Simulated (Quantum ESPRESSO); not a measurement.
# Collinear magnetic orders of NiSO4 with Quantum ESPRESSO, part 2 of 3

Does NiSO4 prefer parallel or opposed moments?

Quantum ESPRESSO 7.5; LDA with U = 6 eV on Ni d (ortho-atomic projectors); plane waves with GBRV 1.5 LDA potentials, no spin-orbit coupling.

So far, absolute magnetization (μB): step 2 (start 1: ferro ++) 4.08.

## Step 3: Run 2, typed as antiferro +−

Contents of pw.in:

```
&CONTROL
  calculation = 'scf'
  prefix = 'pwscf'
  outdir = './tmp'
  pseudo_dir = './pseudo'
  disk_io = 'nowf'
/
&SYSTEM
  ibrav = 0
  celldm(1) = 8
  nat = 12
  ntyp = 4
  ecutwfc = 40
  ecutrho = 280
  nbnd = 63
  occupations = 'smearing'
  smearing = 'fd'
  degauss = 0.00367493
  nspin = 2
  starting_magnetization(1) = 0.1111
  starting_magnetization(2) = -0.1111
  starting_magnetization(3) = 0
  starting_magnetization(4) = 0
/
&ELECTRONS
  conv_thr = 2.4d-08
  electron_maxstep = 150
  mixing_beta = 0.3
/
ATOMIC_SPECIES
Ni1    58.6934 ni_lda_v1.4.uspp.F.UPF
Ni2    58.6934 ni_lda_v1.4.uspp.F.UPF
S      32.0600 s_lda_v1.4.uspp.F.UPF
O      15.9990 o_lda_v1.2.uspp.F.UPF
CELL_PARAMETERS alat
   0.6088461357779   -0.9262020168322    0.0000000000000
   0.6088461357779    0.9262020168322    0.0000000000000
   0.0000000000000    0.0000000000000    1.4971355222348
ATOMIC_POSITIONS crystal
Ni1     0.0000000000    0.0000000000    0.0000000000
Ni2     0.0000000000    0.0000000000    0.5000000000
S       0.6400000000    0.3600000000    0.2500000000
S       0.3600000000    0.6400000000    0.7500000000
O       0.7500000000    0.2500000000    0.0500000000
O       0.2500000000    0.7500000000    0.5500000000
O       0.2500000000    0.7500000000    0.9500000000
O       0.7500000000    0.2500000000    0.4500000000
O       0.7700000000    0.7300000000    0.2500000000
O       0.2300000000    0.2700000000    0.7500000000
O       0.7300000000    0.7700000000    0.7500000000
O       0.2700000000    0.2300000000    0.2500000000
K_POINTS automatic
6 6 6 0 0 0
HUBBARD {ortho-atomic}
U Ni1-3d 6.0000
U Ni2-3d 6.0000
```

Started as:

```
$ OMP_NUM_THREADS=1 mpirun -n 4 pw.x -nk 4 -in pw.in > pw.out
```

What it wrote:

```text
[banner, memory and clock lines left out]
Program PWSCF v.7.5 starts

     Message from routine setup:
     using ibrav=0 with symmetry is DISCOURAGED, use correct ibrav instead

     bravais-lattice index     =            0
     lattice parameter (alat)  =       8.0000  a.u.
     unit-cell volume          =     864.5186 (a.u.)^3
     number of atoms/cell      =           12
     number of atomic types    =            4
     number of electrons       =        96.00
     number of Kohn-Sham states=           63
     kinetic-energy cutoff     =      40.0000  Ry
     charge density cutoff     =     280.0000  Ry
     scf convergence threshold =      2.4E-08
     mixing beta               =       0.3000
     number of iterations used =            8  plain     mixing
     Exchange-correlation= SLA  PZ   NOGX NOGC
                           (   1   1   0   0   0   0   0)
     Hubbard projectors: ortho-atomic
     Hubbard parameters of DFT+U (Dudarev formulation) in eV:
     U(Ni1-3d) =  6.0000
     U(Ni2-3d) =  6.0000

     Internal variables: lda_plus_u =T, lda_plus_u_kind = 0

     Internal variables: orbital_resolved =F, hub_pot_fix =F, apply_U = F

     celldm(1)=   8.000000  celldm(2)=   0.000000  celldm(3)=   0.000000
     celldm(4)=   0.000000  celldm(5)=   0.000000  celldm(6)=   0.000000

     crystal axes: (cart. coord. in units of alat)
               a(1) = (   0.608846  -0.926202   0.000000 )
               a(2) = (   0.608846   0.926202   0.000000 )
               a(3) = (   0.000000   0.000000   1.497136 )

     reciprocal axes: (cart. coord. in units 2 pi/alat)
               b(1) = (  0.821226 -0.539839  0.000000 )
               b(2) = (  0.821226  0.539839 -0.000000 )
               b(3) = ( -0.000000  0.000000  0.667942 )

     PseudoPot. # 1 for Ni read from file:
     ni_lda_v1.4.uspp.F.UPF
     Pseudo is Ultrasoft + core correction, Zval = 18.0

     PseudoPot. # 2 for Ni read from file:
     ni_lda_v1.4.uspp.F.UPF
     Pseudo is Ultrasoft + core correction, Zval = 18.0

     PseudoPot. # 3 for S  read from file:
     s_lda_v1.4.uspp.F.UPF
     Pseudo is Ultrasoft + core correction, Zval =  6.0

     PseudoPot. # 4 for O  read from file:
     o_lda_v1.2.uspp.F.UPF
     Pseudo is Ultrasoft + core correction, Zval =  6.0

     atomic species   valence    mass     pseudopotential
     Ni1              18.00    58.69340     Ni( 1.00)
     Ni2              18.00    58.69340     Ni( 1.00)
     S                 6.00    32.06000     S ( 1.00)
     O                 6.00    15.99900     O ( 1.00)

     Starting magnetic structure
     atomic species   magnetization
     Ni1             0.111
     Ni2            -0.111
     S               0.000
     O               0.000

      4 Sym. Ops., with inversion, found

   Cartesian axes

     site n.     atom                  positions (alat units)
         1        Ni1    tau(   1) = (   0.0000000   0.0000000   0.0000000  )
         2        Ni2    tau(   2) = (   0.0000000   0.0000000   0.7485678  )
         3        S      tau(   3) = (   0.6088461  -0.2593366   0.3742839  )
         4        S      tau(   4) = (   0.6088461   0.2593366   1.1228516  )
         5        O      tau(   5) = (   0.6088461  -0.4631010   0.0748568  )
         6        O      tau(   6) = (   0.6088461   0.4631010   0.8234245  )
         7        O      tau(   7) = (   0.6088461   0.4631010   1.4222787  )
         8        O      tau(   8) = (   0.6088461  -0.4631010   0.6737110  )
         9        O      tau(   9) = (   0.9132692  -0.0370481   0.3742839  )
        10        O      tau(  10) = (   0.3044231   0.0370481   1.1228516  )
        11        O      tau(  11) = (   0.9132692   0.0370481   1.1228516  )
        12        O      tau(  12) = (   0.3044231  -0.0370481   0.3742839  )

     number of k points=    68  Fermi-Dirac smearing, width (Ry)=  0.0037
                       cart. coord. in units 2pi/alat
        k(    1) = (   0.0000000   0.0000000   0.0000000), wk =   0.0046296
        k(    2) = (   0.0000000   0.0000000   0.1113237), wk =   0.0092593
        k(    3) = (   0.0000000   0.0000000   0.2226474), wk =   0.0092593
        k(    4) = (   0.0000000   0.0000000  -0.3339711), wk =   0.0046296
        k(    5) = (   0.1368709   0.0899732   0.0000000), wk =   0.0185185
        [... 63 further k-points ...]

     Dense  grid:    68401 G-vectors     FFT dimensions: (  48,  48,  64)

     Smooth grid:    29479 G-vectors     FFT dimensions: (  36,  36,  50)

     Check: negative core charge=   -0.000007
     Generating pointlists ...
     new r_m :   0.1935 (alat units)  1.5481 (a.u.) for type    1
     new r_m :   0.1935 (alat units)  1.5481 (a.u.) for type    2
     new r_m :   0.1494 (alat units)  1.1952 (a.u.) for type    3
     new r_m :   0.1494 (alat units)  1.1952 (a.u.) for type    4

     Initial potential from superposition of free atoms

     starting charge      91.9999, renormalised to      96.0000

     STARTING HUBBARD OCCUPATIONS:

     =================== HUBBARD OCCUPATIONS ===================
     ------------------------ ATOM    1 ------------------------
     Tr[ns(  1)] (up, down, total) =   5.00000  3.00000  8.00000
     Atomic magnetic moment for atom   1 =   2.00000
     [... lines left out ...]
     ------------------------ ATOM    2 ------------------------
     Tr[ns(  2)] (up, down, total) =   3.00000  5.00000  8.00000
     Atomic magnetic moment for atom   2 =  -2.00000
     [... lines left out ...]
     Number of occupied Hubbard levels =   16.0000

     Atomic wfc used for Hubbard projectors are orthogonalized

     Starting wfcs are   66 randomized atomic wfcs

     Self-consistent Calculation

     iteration #  1     ecut=    40.00 Ry     beta= 0.30
     Davidson diagonalization with overlap
     ethr =  1.00E-02,  avg # of iterations =  4.6

     =================== HUBBARD OCCUPATIONS ===================
     ------------------------ ATOM    1 ------------------------
     Tr[ns(  1)] (up, down, total) =   4.75508  2.52337  7.27846
     Atomic magnetic moment for atom   1 =   2.23171
     [... lines left out ...]
     ------------------------ ATOM    2 ------------------------
     Tr[ns(  2)] (up, down, total) =   2.52337  4.75515  7.27852
     Atomic magnetic moment for atom   2 =  -2.23178
     [... lines left out ...]
     Number of occupied Hubbard levels =   14.5570

     total energy              =    -990.12412001 Ry
     estimated scf accuracy    <       9.83576355 Ry

     total magnetization       =     0.00 Bohr mag/cell
     absolute magnetization    =     4.81 Bohr mag/cell

     iteration #  2     ecut=    40.00 Ry     beta= 0.30
     Davidson diagonalization with overlap
     ethr =  1.00E-02,  avg # of iterations =  2.1

     total energy              =    -992.23096771 Ry
     estimated scf accuracy    <       1.31624267 Ry

     total magnetization       =     0.00 Bohr mag/cell
     absolute magnetization    =     3.49 Bohr mag/cell

     [... further iterations left out ...]

     iteration # 17     ecut=    40.00 Ry     beta= 0.30
     Davidson diagonalization with overlap
     ethr =  7.80E-11,  avg # of iterations =  2.0

     total energy              =    -992.43962732 Ry
     estimated scf accuracy    <       0.00000005 Ry

     total magnetization       =    -0.00 Bohr mag/cell
     absolute magnetization    =     3.84 Bohr mag/cell

     iteration # 18     ecut=    40.00 Ry     beta= 0.30
     Davidson diagonalization with overlap
     ethr =  5.46E-11,  avg # of iterations =  2.0

     Magnetic moment per site  (integrated on atomic sphere of radius R)
     atom   1 (R=0.194)  charge= 15.3627  magn=  1.6874
     atom   2 (R=0.194)  charge= 15.3627  magn= -1.6873
     atom   3 (R=0.149)  charge=  1.3732  magn= -0.0000
     atom   4 (R=0.149)  charge=  1.3732  magn= -0.0000
     atom   5 (R=0.149)  charge=  4.1928  magn=  0.0142
     atom   6 (R=0.149)  charge=  4.1929  magn= -0.0142
     atom   7 (R=0.149)  charge=  4.1928  magn=  0.0142
     atom   8 (R=0.149)  charge=  4.1929  magn= -0.0142
     atom   9 (R=0.149)  charge=  4.1751  magn= -0.0000
     atom  10 (R=0.149)  charge=  4.1751  magn= -0.0000
     atom  11 (R=0.149)  charge=  4.1751  magn= -0.0000
     atom  12 (R=0.149)  charge=  4.1751  magn= -0.0000

     End of self-consistent calculation

     =================== HUBBARD OCCUPATIONS ===================
     ------------------------ ATOM    1 ------------------------
     Tr[ns(  1)] (up, down, total) =   4.96901  3.24056  8.20957
     Atomic magnetic moment for atom   1 =   1.72845
     [... lines left out ...]
     ------------------------ ATOM    2 ------------------------
     Tr[ns(  2)] (up, down, total) =   3.24056  4.96901  8.20958
     Atomic magnetic moment for atom   2 =  -1.72845
     [... lines left out ...]
     Number of occupied Hubbard levels =   16.4191

     Number of k-points >= 100: set verbosity='high' to print the bands.

     the Fermi energy is     7.5491 ev

!    total energy              =    -992.43962739 Ry
     estimated scf accuracy    <          4.6E-09 Ry
     smearing contrib. (-TS)   =      -0.00000000 Ry
     internal energy E=F+TS    =    -992.43962739 Ry

     The total energy is F=E-TS. E is the sum of the following terms:
     one-electron contribution =    -700.59272005 Ry
     hartree contribution      =     397.05580738 Ry
     xc contribution           =    -144.52941813 Ry
     ewald contribution        =    -544.50167412 Ry
     Hubbard energy            =       0.12837753 Ry

     total magnetization       =     0.00 Bohr mag/cell
     absolute magnetization    =     3.84 Bohr mag/cell

     convergence has been achieved in  18 iterations
```

The job ended after 2.4 min (4 MPI ranks of AMD EPYC 9R14 (Zen 4), shared host; peak memory 1.3 GiB).

Spin moment in the atom's sphere by atom:

```
atom  spin moment in the atom's sphere (μB)
 Ni1                                   1.69
 Ni2                                  -1.69
  S3                                   0.00
  S4                                   0.00
  O5                                   0.01
  O6                                  -0.01
  O7                                   0.01
  O8                                  -0.01
  O9                                   0.00
 O10                                   0.00
 O11                                   0.00
 O12                                   0.00
```

This step gave:

```yaml
smearing_term_ts: 5.29e-14 eV
magnetization: 0 μB
absolute_magnetization: 3.838 μB
final_state: antiferromagnetic
```

## Step 4: Ranking

An order is kept where moments of 0.15 μB or more survive with the typed signs; meshes match where a doubled cell samples the same k points as the first cell.

Orders:

```csv
start,final state,typed order kept,energy over the lowest (meV a seeded atom),largest site moment (μB),net moment (μB a cell of the first run),mesh matched,CPU time (s)
ferro ++,ferromagnetic,yes,17.98,1.698,4,yes,440.7
antiferro +-,antiferromagnetic,yes,0,1.687,0,yes,580.8
```

## Step 5: The lowest state again, with its states saved

Edit pw.in of step 3 so:

```diff
@@ -5,3 +5,3 @@
   pseudo_dir = './pseudo'
-  disk_io = 'nowf'
+  disk_io = 'low'
 /
@@ -14,3 +14,3 @@
   ecutrho = 280
-  nbnd = 63
+  nbnd = 67
   occupations = 'smearing'
```

What it wrote:

```text
     [... lines left out ...]
Program PWSCF v.7.5 starts
     [... lines left out ...]
     number of atoms/cell      =           12
     [... lines left out ...]
     number of electrons       =        96.00
     number of Kohn-Sham states=           67
     kinetic-energy cutoff     =      40.0000  Ry
     charge density cutoff     =     280.0000  Ry
     scf convergence threshold =      2.4E-08
     [... lines left out ...]
      4 Sym. Ops., with inversion, found
     [... lines left out ...]
     number of k points=    68  Fermi-Dirac smearing, width (Ry)=  0.0037
     [... lines left out ...]
     iteration # 18     ecut=    40.00 Ry     beta= 0.30
     [... lines left out ...]
     Magnetic moment per site  (integrated on atomic sphere of radius R)
     atom   1 (R=0.194)  charge= 15.3627  magn=  1.6873
     atom   2 (R=0.194)  charge= 15.3627  magn= -1.6873
     atom   3 (R=0.149)  charge=  1.3732  magn= -0.0000
     atom   4 (R=0.149)  charge=  1.3732  magn= -0.0000
     atom   5 (R=0.149)  charge=  4.1928  magn=  0.0142
     atom   6 (R=0.149)  charge=  4.1928  magn= -0.0142
     atom   7 (R=0.149)  charge=  4.1928  magn=  0.0142
     atom   8 (R=0.149)  charge=  4.1928  magn= -0.0142
     atom   9 (R=0.149)  charge=  4.1751  magn=  0.0000
     atom  10 (R=0.149)  charge=  4.1751  magn=  0.0000
     atom  11 (R=0.149)  charge=  4.1751  magn=  0.0000
     atom  12 (R=0.149)  charge=  4.1751  magn=  0.0000
     [... lines left out ...]
     Tr[ns(  1)] (up, down, total) =   4.96901  3.24057  8.20958
     [... lines left out ...]
     Tr[ns(  2)] (up, down, total) =   3.24057  4.96901  8.20958
     [... lines left out ...]
     the Fermi energy is     7.3349 ev
!    total energy              =    -992.43962739 Ry
     estimated scf accuracy    <          5.0E-09 Ry
     smearing contrib. (-TS)   =      -0.00000000 Ry
     [... lines left out ...]
     total magnetization       =     0.00 Bohr mag/cell
     absolute magnetization    =     3.84 Bohr mag/cell
     convergence has been achieved in  18 iterations
```

It took 2.7 min on 4 MPI ranks; peak memory 1.3 GiB; 11 min of CPU time.

This step gave:

| Property | Result |
| --- | --- |
| smearing term TS | 3.29e-12 eV |
| magnetization | 0 μB |
| absolute magnetization | 3.838 μB |
| final state | antiferromagnetic |
| largest moment | 1.687 μB |

(Continued in part 3 of 3.)

[Logs and program files are shortened in this print: banners, set-up blocks, solver, clock and traceback lines can be left out without a mark of their own.]

[Logs are printed without paths, hosts, clocks, repeated set-up lines and the standing remarks that a program may print on its own settings, such as how far it seeks lower states.]

[Hosts, paths, dates, database ids (printed as entryN), source tags and the programs' standing remarks are cut or masked in the printed files.]

[Where a cell is said to come from a database of computed structures, the database is the Materials Project.]
